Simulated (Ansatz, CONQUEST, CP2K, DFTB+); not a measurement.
# Running glassy 47P2O5-53CaO (mol %) (83 atoms) with CP2K, part 2 of 2

How do the settings of CP2K change the result for glassy 47P2O5-53CaO (mol %) (83 atoms)? A plane-wave run serves as the yardstick.

Program: CP2K 2026.2; the method stands at each step. Banners, paths, timers and routine set-up lines are dropped from the logs unmarked, and long logs keep their key lines alone; longer cuts are marked.

So far. Step 2 (PBE, DZVP-MOLOPT-SR, 600/50 Ry, OT DIIS): Forces lie 7.1 % from the reference's, at 14 times its CPU time. Step 3 (PBE, DZVP-MOLOPT-SR, 600/70 Ry, OT DIIS): Against the first run (7.1 %), the force difference from the reference is 7.1 %, at 1.3 times the CPU time: the change moves forces by under 0.01 meV/Å r.m.s., so most of the difference comes from elsewhere.

### 4. PBE, DZVP-MOLOPT-SR, 210/50 Ry, OT DIIS

Method: Kohn-Sham DFT, PBE, GTH-PBE pseudopotentials, Gaussian and plane waves, DZVP-MOLOPT-SR-GTH, orbital transformation.

input.inp

```
&GLOBAL
  PROJECT cell
  RUN_TYPE ENERGY_FORCE
  PRINT_LEVEL LOW
&END GLOBAL
&FORCE_EVAL
  METHOD QS
  STRESS_TENSOR ANALYTICAL
  &DFT
    BASIS_SET_FILE_NAME BASIS_MOLOPT
    POTENTIAL_FILE_NAME GTH_POTENTIALS
    &MGRID
      CUTOFF 210
      REL_CUTOFF 50
    &END MGRID
    &QS
      EPS_DEFAULT 1.0E-12
    &END QS
    &SCF
      SCF_GUESS ATOMIC
      EPS_SCF 1.0E-06
      MAX_SCF 30
      &OT
        MINIMIZER DIIS
        PRECONDITIONER FULL_ALL
        ENERGY_GAP 0.001
      &END OT
      &OUTER_SCF
        EPS_SCF 1.0E-06
        MAX_SCF 8
      &END OUTER_SCF
      &PRINT
        &RESTART OFF
        &END RESTART
      &END PRINT
    &END SCF
    &XC
      &XC_FUNCTIONAL PBE
      &END XC_FUNCTIONAL
    &END XC
    &PRINT
      &MULLIKEN ON
      &END MULLIKEN
      &HIRSHFELD ON
        SHAPE_FUNCTION DENSITY
      &END HIRSHFELD
      &MO_CUBES
        NHOMO 1
        NLUMO 4
        WRITE_CUBE F
      &END MO_CUBES
    &END PRINT
  &END DFT
  &SUBSYS
    &CELL
      A 10.74966 0.00000 0.00000
      B 0.00000 10.74966 0.00000
      C 0.00000 0.00000 10.74966
    &END CELL
    &COORD
[... 83 atom lines left out: the same atoms as in the first run ...]
    &END COORD
    &KIND P
      BASIS_SET DZVP-MOLOPT-SR-GTH-q5
      POTENTIAL GTH-PBE-q5
    &END KIND
    &KIND Ca
      BASIS_SET DZVP-MOLOPT-SR-GTH-q10
      POTENTIAL GTH-PBE-q10
    &END KIND
    &KIND O
      BASIS_SET DZVP-MOLOPT-SR-GTH-q6
      POTENTIAL GTH-PBE-q6
    &END KIND
  &END SUBSYS
  &PRINT
    &FORCES ON
    &END FORCES
    &STRESS_TENSOR ON
    &END STRESS_TENSOR
  &END PRINT
&END FORCE_EVAL
```

On the command line:

```bash
$ OMP_NUM_THREADS=2 cp2k.psmp -i input.inp > output.txt
```

Numbers of over 12 decimals in the logs are rounded to 6 here.

Log:

```text
CP2K| version string:                                       CP2K version 2026.2
 CP2K| Input file name                                                 input.inp
 GLOBAL| Basis set file name                                        BASIS_MOLOPT
 GLOBAL| Potential file name                                      GTH_POTENTIALS
 GLOBAL| Run type                                                   ENERGY_FORCE
 GLOBAL| Total number of message passing processes                             1
 GLOBAL| Number of threads for this process                                    2
 TOTAL NUMBERS AND MAXIMUM NUMBERS
  Total number of            - Atomic kinds:                                   3
                             - Atoms:                                         83
[... lines left out ...]
 Number of electrons:                                                        520
[... lines left out ...]
  Step     Update method      Time    Convergence         Total energy    Change
[... lines left out ...]
  Total energy:                                             -1370.623381
[... lines left out ...]
  Step     Update method      Time    Convergence         Total energy    Change
[... lines left out ...]
  *** SCF run converged in     6 steps ***
[... lines left out ...]
  Total energy:                                             -1370.625728
[... lines left out ...]
  outer SCF loop converged in   2 iterations or   36 steps
[... lines left out ...]
  Total Charge                                                            0.000
 !-----------------------------------------------------------------------------!
  Eigenvalues of the occupied subspace spin            1
      -1.45817540     -1.41332428     -1.41000406     -1.40950236
      -1.40320926     -1.38859573     -1.38435455     -1.37616487
      -1.37070914     -1.36673155     -0.79073487     -0.78464526
[...]
0.09292279      0.10110634      0.10401575      0.11621321
 Fermi Energy [eV] :    3.162322
  Using OT eigensolver for additional unoccupied orbitals spin            1
  Lowest Eigenvalues of the unoccupied subspace spin            1
 OT| Eigensolver reached convergence in 283 iterations
       0.18780179      0.22281241      0.24092011      0.25155447
 HOMO - LUMO gap [eV] :    1.948024
 ENERGY| Total FORCE_EVAL ( QS ) energy [hartree]          -1370.625728
 FORCES| Atomic forces [hartree/bohr]
 FORCES|   Atom     x               y               z               |f|
 FORCES|      1 -9.73545721E-02  1.55664530E-01 -3.18882024E-02   1.86349715E-01
 FORCES|      2 -7.53264043E-03  4.25990516E-02 -2.89075572E-02   5.20294795E-02
 FORCES|      3  8.19488023E-03 -7.15897947E-02 -1.46152726E-02   7.35245603E-02
[...]
FORCES|     82 -2.13622289E-02 -1.54758748E-02 -7.41228804E-03   2.74005390E-02
 FORCES|     83  1.32706202E-02  6.95503466E-03 -4.55339713E-02   4.79356278E-02
 FORCES| Sum     2.29970246E-03  3.33929935E-04 -1.49859976E-02
 FORCES| Total atomic force                                       1.51651002E-02
 STRESS| Analytical stress tensor [bar]
 STRESS|                        x                   y                   z
 STRESS|      x        3.23519476814E+04   1.61490460014E+04   1.59827105169E+02
 STRESS|      y        1.61490460014E+04   3.24313023359E+04   6.75412356816E+03
 STRESS|      z        1.59827105169E+02   6.75412356816E+03   2.86775803027E+04
 STRESS| 1/3 Trace                                             3.11536101067E+04
```

The job ended after 7 min (2 threads of Intel Xeon Platinum 8259CL at 2.50GHz (Skylake/Cascade Lake), shared host; peak memory 0.71 GiB).

Against the reference:

- r.m.s. force component: 1.783 eV/Å
- r.m.s. difference of force components: 156.2 meV/Å
- longest difference of force vectors: 547.9 meV/Å
- force difference over r.m.s. force: 9.071 %
- slope of forces against the reference's: 1.032
- correlation of force components: 0.9966
- gap (highest filled to lowest empty level): 1.948 eV
- gap difference: -0.2378 eV
- pressure: 3.115 GPa
- pressure difference: 1.258 GPa
- energy less the same-level run's: -12.74 meV/atom
- r.m.s. force difference from the same-level run: 105.7 meV/Å

This is a coarse setting, run to see what it loses.

Against the first run (7.1 %), the force difference from the reference is 9.1 %, at 0.74 times the CPU time (on 2 against 4 cores): the grid matters here.

The forces add up to 0.78 eV/Å instead of zero, usually a sign of too coarse a grid.

### 5. The ladder

Differences are against the plane-wave reference, forces as r.m.s. over components; share is that over the reference's r.m.s. force, slope the least-squares factor from reference forces to these. Total energies of different programs have different zeros and aren't compared.

| run | Δ force, r.m.s. (meV/Å) | share (%) | slope | Δ pressure (GPa) | Δ gap (eV) | cores | CPU time | memory (GiB) |
| --- | --- | --- | --- | --- | --- | --- | --- | --- |
| reference | - | - | - | - | - | 4 | 80 s | 1.5 |
| CP2K PBE, DZVP-MOLOPT-SR, 600/50 Ry, OT DIIS | 122 | 7.06 | 1.034 | 0.975 | -0.235 | 4 | 18 min | 3.1 |
| CP2K PBE, DZVP-MOLOPT-SR, 600/70 Ry, OT DIIS | 122 | 7.06 | 1.034 | 0.975 | -0.235 | 4 | 23 min | 3.1 |
| CP2K PBE, DZVP-MOLOPT-SR, 210/50 Ry, OT DIIS (coarse) | 156 | 9.07 | 1.032 | 1.26 | -0.238 | 2 | 14 min | 0.71 |

Rows marked coarse were listed beforehand as settings not expected to be converged; some can still land near the reference.

CPU time is summed over cores on a shared host, where runs went side by side, so it is rough. Symmetry, cutoffs, thresholds, outputs and thread counts weren't matched or tuned between programs; memory under MPI is the largest rank's times the ranks.

Mean charges by element (e), by run and scheme:

| run | scheme | P | Ca | O |
| --- | --- | --- | --- | --- |
| CP2K PBE, DZVP-MOLOPT-SR, 600/50 Ry, OT DIIS | Mulliken | +0.72 | +1.16 | -0.45 |
| CP2K PBE, DZVP-MOLOPT-SR, 600/50 Ry, OT DIIS | Hirshfeld | +0.52 | +0.55 | -0.27 |
| CP2K PBE, DZVP-MOLOPT-SR, 600/70 Ry, OT DIIS | Mulliken | +0.72 | +1.16 | -0.45 |
| CP2K PBE, DZVP-MOLOPT-SR, 600/70 Ry, OT DIIS | Hirshfeld | +0.52 | +0.55 | -0.27 |

Within one program, basis, potentials and functional, energies share a zero. Each run against its twin at the usual cutoff or grid and solver:

| run | twin | Δ energy (meV/atom) | Δ force, r.m.s. (meV/Å) | CPU time over the twin's |
| --- | --- | --- | --- | --- |
| CP2K PBE, DZVP-MOLOPT-SR, 600/70 Ry, OT DIIS | DZVP-MOLOPT-SR, 600/50 Ry, OT DIIS | 0 | 0.001 | 1.3 |
| CP2K PBE, DZVP-MOLOPT-SR, 210/50 Ry, OT DIIS | DZVP-MOLOPT-SR, 600/50 Ry, OT DIIS | -12.7 | 106 | 0.74 (this twin ran on 4 cores) |

### 6. Summary of results

```json
{"nearest in forces": "a tie at 7.1 % of 2 runs: CP2K PBE, DZVP-MOLOPT-SR, 600/50 Ry, OT DIIS; CP2K PBE, DZVP-MOLOPT-SR, 600/70 Ry, OT DIIS"}
```

The PBE runs in local orbitals, coarse settings apart, differ by 7.1 % in each run; basis, grid and potentials can all enter. Runs with settings chosen to be coarse differ by 9.1 % (CP2K PBE, DZVP-MOLOPT-SR, 210/50 Ry, OT DIIS), their programs' other errors included. None of the electronic-structure runs in the table takes under half the reference's CPU time of 80 s; they take 10 to 17 times as much. At the same functional, the gap of these runs lies 0.24 eV below the reference's 2.19 eV. Charges hang on scheme and program or settings: among these rows the mean for Ca runs from +0.55 to +1.16 e. The quench rate of 500 K/ps is many orders above laboratory rates, so the cell is likely richer in defects and strain than a real sample. The network of bonds at the start is that of the classical potential that made the cell, and needn't be the one that DFT or experiment would give. The electronic-structure runs sample only Γ, in a cell whose shortest periodic width is 11 Å.

[Also dropped from logs without a mark: logging warnings of Python, and SIESTA's first energy breakdown and zero terms.]

[Logs are printed without paths, hosts, clocks, repeated set-up lines and the standing remarks that a program may print on its own settings, such as how far it seeks lower states.]

[Hosts, paths, dates, database ids (printed as entryN), source tags and the programs' standing remarks are cut or masked in the printed files.]
